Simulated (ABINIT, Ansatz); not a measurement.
**Quasiparticle gap of CsGeCl3 (R3m) in ABINIT**

Aim: the G0W0 gap of CsGeCl3 (R3m) on LDA, step by step.

Main program and level: ABINIT 10.8.3; LDA and many-body steps on it, plane waves.

Report form: the programs' logs are mostly left out.

## Step 1: The structure

The structure is trigonal, space group R3m (No. 160). Conventional cell: a = 7.694 Å, b = 7.694 Å, c = 9.535 Å, α = 90.00°, β = 90.00°, γ = 120.00°. Nearest to Cs lie 12 Cl at 3.86 to 3.90 Å. Nearest to Ge lie 3 Cl at 2.37 Å. Nearest to Cl lie 2 Ge at 2.37 to 3.10 Å and 4 Cs at 3.86 to 3.90 Å. Farther neighbours and most contacts between anions are not listed.

The cell and positions are those that the Materials Project relaxed with its own functionals (PBE, PBE+U or r2SCAN), kept fixed. Spin-orbit coupling is left out unless a step names it.

## Step 2: Ground state

This step: ABINIT 10.8.3; DFT, LDA, plane waves, norm-conserving pseudopotentials.

The ground-state density comes first.

File run.abi:

```
acell 3*1.0 Angstrom
rprim 
  3.846816390705 2.220960478697 3.178300533600
  -3.846816390705 2.220960478697 3.178300533600
  0.000000000000 -4.441920957394 3.178300533600
ntypat 3
znucl 55 32 17
natom 5
typat 1 2 3 3 3
xred 
  0.998403350000 0.998403350000 0.998403350000
  0.515533150000 0.515533150000 0.515533150000
  0.496712670000 0.496712670000 0.948638170000
  0.496712670000 0.948638170000 0.496712670000
  0.948638170000 0.496712670000 0.496712670000
pp_dirpath "pseudos"
pseudos "Cs.upf, Ge.upf, Cl.upf"
ecut 56
ngkpt 4 4 4
nshiftk 1
shiftk 0 0 0
kptopt 1
chksymbreak 0
nband 32
occopt 1
tolvrs 1e-08
nstep 60
prtwf 0
optforces 0
optstress 0
indata_prefix "in"
outdata_prefix "out"
tmpdata_prefix "tmp"
```

Command:

```bash
OMP_NUM_THREADS=1 mpirun -n 8 abinit run.abi > log
```

Wall time 84 s (8 MPI ranks of Arm Neoverse V2, shared host); peak memory 1.3 GiB.

Numbers from this step:

```
total energy               : -9587.4849 eV
gap                        : 1.977 eV
k of the valence top       : 0.5, 0.5, 0.5
k of the conduction bottom : 0.5, 0.5, 0.5
least direct gap           : 1.977 eV
```

The gap is direct, at (0.500, 0.500, 0.500).

## Step 3: Bands along the symmetry lines

The cheap functional maps the bands first; the places of the edges decide which points the dearer methods must see.

run.abi, as its differences from that of step 2:

```diff
@@ -18,14 +18,45 @@
 ecut 56
-ngkpt 4 4 4
-nshiftk 1
-shiftk 0 0 0
-kptopt 1
-chksymbreak 0
-nband 32
-occopt 1
-tolvrs 1e-08
-nstep 60
+iscf -2
+irdden 1
+kptopt 0
+nkpt 31
+kpt 
+  0.00000000 0.00000000 0.00000000
+  0.12500000 0.12500000 0.12500000
+  0.25000000 0.25000000 0.25000000
+  0.37500000 0.37500000 0.37500000
+  0.50000000 0.50000000 0.50000000
+  0.50194906 0.49805094 0.50000000
+  0.50389812 0.49610188 0.50000000
+  0.50584718 0.49415282 0.50000000
+  0.50779624 0.49220376 0.50000000
+  0.50000000 -0.49220376 0.49220376
+  0.50000000 -0.36915282 0.36915282
+  0.50000000 -0.24610188 0.24610188
+  0.50000000 -0.12305094 0.12305094
+  0.50000000 0.00000000 0.00000000
+  0.37500000 0.00000000 0.00000000
+  0.25000000 0.00000000 0.00000000
+  0.12500000 0.00000000 0.00000000
+  0.00000000 0.00000000 0.00000000
+  0.12402547 -0.12402547 0.00000000
+  0.24805094 -0.24805094 0.00000000
+  0.37207641 -0.37207641 0.00000000
+  0.49610188 -0.49610188 -0.00000000
+  0.50389812 0.00000000 0.49610188
+  0.50292359 0.00000000 0.49707641
+  0.50194906 0.00000000 0.49805094
+  0.50097453 0.00000000 0.49902547
+  0.50000000 0.00000000 0.50000000
+  0.37500000 0.00000000 0.37500000
+  0.25000000 0.00000000 0.25000000
+  0.12500000 0.00000000 0.12500000
+  0.00000000 0.00000000 0.00000000
+istwfk *1
+nband 33
+nbdbuf 2
+tolwfr 1e-08
+nstep 40
 prtwf 0
-optforces 0
-optstress 0
+prtvol 0
 indata_prefix "in"
```

Elapsed: 81 s, on 8 MPI ranks; peak memory 1.2 GiB.

This step gave:

```
gap                        : 1.975 eV
k of the valence top       : 0.5, 0.5, 0.5
k of the conduction bottom : 0.5078, 0.4922, 0.5
least direct gap           : 1.977 eV
```

The gap is 1.975 eV, −0.002 eV from the run before at this level.

The electronic bands at the labelled points (eV, zero at the top of the highest filled band):

| point | band 23 | band 24 | band 25 | band 26 | band 27 | band 28 | band 29 | band 30 |
| --- | --- | --- | --- | --- | --- | --- | --- | --- |
| Γ | -2.59 | -2.49 | -2.49 | -2.30 | 3.22 | 4.10 | 4.10 | 4.82 |
| halfway | -2.43 | -2.43 | -2.38 | -1.67 | 3.66 | 3.66 | 3.79 | 4.59 |
| T | -2.21 | -2.21 | -2.15 | 0.00 | 1.98 | 1.98 | 2.00 | 5.07 |
| halfway | -2.21 | -2.21 | -2.15 | 0.00 | 1.98 | 1.98 | 2.00 | 5.07 |
| H2 | -2.21 | -2.21 | -2.15 | 0.00 | 1.98 | 1.98 | 2.00 | 5.07 |
| jump to H0 | -2.21 | -2.21 | -2.15 | 0.00 | 1.98 | 1.98 | 2.00 | 5.07 |
| halfway | -2.56 | -2.46 | -2.33 | -1.04 | 2.40 | 3.59 | 3.73 | 5.09 |
| L | -2.73 | -2.62 | -2.60 | -1.57 | 2.82 | 4.54 | 5.03 | 5.18 |
| halfway | -2.68 | -2.60 | -2.53 | -2.06 | 3.77 | 4.23 | 4.51 | 4.59 |
| Γ | -2.59 | -2.49 | -2.49 | -2.30 | 3.22 | 4.10 | 4.10 | 4.82 |
| halfway | -2.80 | -2.56 | -2.49 | -1.77 | 3.83 | 4.03 | 4.50 | 4.89 |
| S0 | -2.68 | -2.66 | -2.19 | -0.74 | 2.36 | 2.46 | 4.87 | 5.39 |
| jump to S2 | -2.68 | -2.66 | -2.19 | -0.74 | 2.36 | 2.46 | 4.87 | 5.39 |
| halfway | -2.68 | -2.66 | -2.19 | -0.74 | 2.36 | 2.46 | 4.87 | 5.39 |
| F | -2.68 | -2.66 | -2.19 | -0.74 | 2.36 | 2.46 | 4.87 | 5.39 |
| halfway | -2.67 | -2.56 | -2.39 | -1.85 | 3.92 | 3.93 | 4.30 | 4.89 |
| Γ | -2.59 | -2.49 | -2.49 | -2.30 | 3.22 | 4.10 | 4.10 | 4.82 |

## Step 4: Empty states on the mesh, 2×2×2 mesh, 352 bands

The sums over transitions need many empty states on a uniform mesh; this step solves for them.

File run.abi:

```
acell 3*1.0 Angstrom
rprim 
  3.846816390705 2.220960478697 3.178300533600
  -3.846816390705 2.220960478697 3.178300533600
  0.000000000000 -4.441920957394 3.178300533600
ntypat 3
znucl 55 32 17
natom 5
typat 1 2 3 3 3
xred 
  0.998403350000 0.998403350000 0.998403350000
  0.515533150000 0.515533150000 0.515533150000
  0.496712670000 0.496712670000 0.948638170000
  0.496712670000 0.948638170000 0.496712670000
  0.948638170000 0.496712670000 0.496712670000
pp_dirpath "pseudos"
pseudos "Cs.upf, Ge.upf, Cl.upf"
ecut 56
ngkpt 2 2 2
nshiftk 1
shiftk 0 0 0
kptopt 1
chksymbreak 0
iscf -2
irdden 1
istwfk *1
nband 352
nbdbuf 32
tolwfr 1e-09
nstep 60
prtvol 0
indata_prefix "in"
outdata_prefix "out"
tmpdata_prefix "tmp"
```

Command:

```bash
OMP_NUM_THREADS=2 mpirun -n 4 abinit run.abi > log
```

Wall time 4.8 min (4 MPI ranks); peak memory 1 GiB; 30 min of CPU time.

This step gave:

```
gap                                                           : 1.977 eV
k of the valence top                                          : 0.5, 0.5, 0.5
k of the conduction bottom                                    : 0.5, 0.5, 0.5
least direct gap                                              : 1.977 eV
k points computed                                             : 4
lowest point of the top converged band, above the valence top : 77.4812 eV
```

On this mesh the gap is 1.977 eV.

## Step 5: Screening, 2×2×2 mesh, 320 bands, screening to 217.7 eV

The RPA dielectric matrix is built and inverted for each q.

This step: RPA screening on LDA, plane waves, norm-conserving pseudopotentials.

run.abi, as its differences from that of step 4:

```diff
@@ -23,10 +23,11 @@
 chksymbreak 0
-iscf -2
-irdden 1
 istwfk *1
-nband 352
-nbdbuf 32
-tolwfr 1e-09
-nstep 60
-prtvol 0
+occopt 1
+irdwfk 1
+optdriver 3
+nband 320
+ecuteps 8
+inclvkb 2
+awtr 1
+symchi 1
 indata_prefix "in"
```

Command:

```bash
OMP_NUM_THREADS=1 mpirun -n 8 abinit run.abi > log
```

Run time: 2.5 min. Hardware: 8 MPI ranks; peak memory 6.8 GiB; 20 min of CPU time.

Numbers from this step:

| Item | Value |
| --- | --- |
| ε∞ with local fields, on this mesh, along the program's q direction | 5.962 |
| the same without local fields | 7.235 |
| plasma frequency | 20.98 eV |
| plane waves in the screening matrix | 1207 |

Local fields lower ε∞ by 18 %. On a Γ-centred mesh this coarse the value itself is usually too large, while a short band sum pulls it down.

## Step 6: Self-energy, 2×2×2 mesh, 320 bands, screening to 217.7 eV

The self-energy is evaluated for the states that the input lists, and the levels follow from it, in one-shot runs by the linearised quasiparticle equation.

This step: G0W0 on LDA, plane waves, norm-conserving pseudopotentials.

run.abi, as its differences from that of step 5:

```diff
@@ -26,8 +26,17 @@
 irdwfk 1
-optdriver 3
+optdriver 4
 nband 320
+gwcalctyp 0
+ecutsigx 56
+symsigma 1
+nkptgw 2
+kptgw 
+  0.5000000000 0.5000000000 0.5000000000
+  0.0000000000 0.0000000000 0.0000000000
+bdgw 
+  25 28
+  24 29
 ecuteps 8
-inclvkb 2
-awtr 1
-symchi 1
+irdscr 1
+ppmodel 1
 indata_prefix "in"
```

Wall time 94 s (8 MPI ranks); peak memory 6.8 GiB; 13 min of CPU time.

This step gave:

- G0W0 gap on the points computed: 3.678 eV
- starting gap on the mesh: 1.977 eV
- k of the valence top: 0.5, 0.5, 0.5
- k of the conduction bottom: 0.5, 0.5, 0.5
- Z at the valence top: 0.785
- Z at the conduction bottom: 0.807
- least direct G0W0 gap on the computed points: 3.678 eV

The gap on the mesh goes from 1.98 eV to 3.68 eV, a correction of +1.70 eV.

Limits: finite bands, cutoff and mesh; no spin-orbit coupling; coarse k mesh. v1 is the top filled band, c1 the lowest empty one. The levels before and after the correction (eV, zero at the valence-band top of each column):

|  | conduction bottom | valence top |
| --- | --- | --- |
| Kohn-Sham | 1.98 | 0.00 |
| G0W0 | 3.68 | 0.00 |

|  | level | energy (eV) |
| --- | --- | --- |
| Kohn-Sham | (0.5 0.5 0.5) v2 | -2.149 |
| Kohn-Sham | (0.5 0.5 0.5) v1 | 0.000 |
| Kohn-Sham | (0.5 0.5 0.5) c1-c2 | 1.977 |
| G0W0 | (0.5 0.5 0.5) v2 | -2.709 |
| G0W0 | (0.5 0.5 0.5) v1 | 0.000 |
| G0W0 | (0.5 0.5 0.5) c1-c2 | 3.678 |

## Step 7: Where the time went

Times are wall times on the hardware named with each run, good to a factor of about two.

| step | time | share | memory (GiB) |
| --- | --- | --- | --- |
| ground state | 84 s | 12 % | 1.3 |
| bands along the symmetry lines | 81 s | 12 % | 1.2 |
| empty states on the mesh | 4.8 min | 41 % | 1.0 |
| screening | 2.5 min | 22 % | 6.8 |
| self-energy | 94 s | 14 % | 6.8 |

## Step 8: Results

```
LDA gap              : 1.98 eV, indirect (only 2 meV under the direct gap)
G0W0 gap on the mesh : 3.68 eV
GW settings          : 2×2×2 mesh, 320 bands, screening to 217.7 eV, Godby-Needs plasmon pole
known limits         : not at the basis limit; no spin-orbit coupling; coarse k mesh
```

G0W0 moves the gap on the mesh from 1.98 eV to 3.68 eV (+1.70 eV), with Z of 0.79 and 0.81 at the edges. Local fields lower the RPA ε∞ on this mesh from 7.24 to 5.96; a Γ-centred mesh this coarse tends to raise both, most where the direct gap is narrow, while a short band sum lowers them. Only 2 of the mesh's irreducible points were corrected, so a valley elsewhere could overtake. The dearest step here is «empty states on the mesh». Bands and cutoff are finite, so the gap is not at the basis limit. The miss can reach some tenths of an eV and take either sign; the mesh is an error of its own. In the G0W0 run levels were corrected at 2 k points alone, so a gap called «on the mesh» is the least over those, and an edge elsewhere would be missed. The 2×2×2 mesh is coarse for this cell, which bears on the long-range parts of exchange and screening. The many-body steps are scalar-relativistic: spin-orbit coupling is not in them.

[Paths, hosts, dates, memory and timing lines, banners, echoed tables and standing remarks are left out of the program output.]

[Logs are printed without paths, hosts, clocks, repeated set-up lines and the standing remarks that a program may print on its own settings, such as how far it seeks lower states.]

[Runs of the session that timed out or met a known fault of the program may be left out.]

[Hosts, paths, dates, database ids (printed as entryN), source tags and the programs' standing remarks are cut or masked in the printed files.]

[G0W0 gaps are taken among the corrected bands and points alone; a level outside them can change the order at an edge.]

[Where Ansatz stands beside ABINIT at settings called matched, ABINIT's density can come from a denser mesh and the files from another edition; pairs whose starting gaps differed by over 0.03 eV were left out, so agreement reads better than it is.]
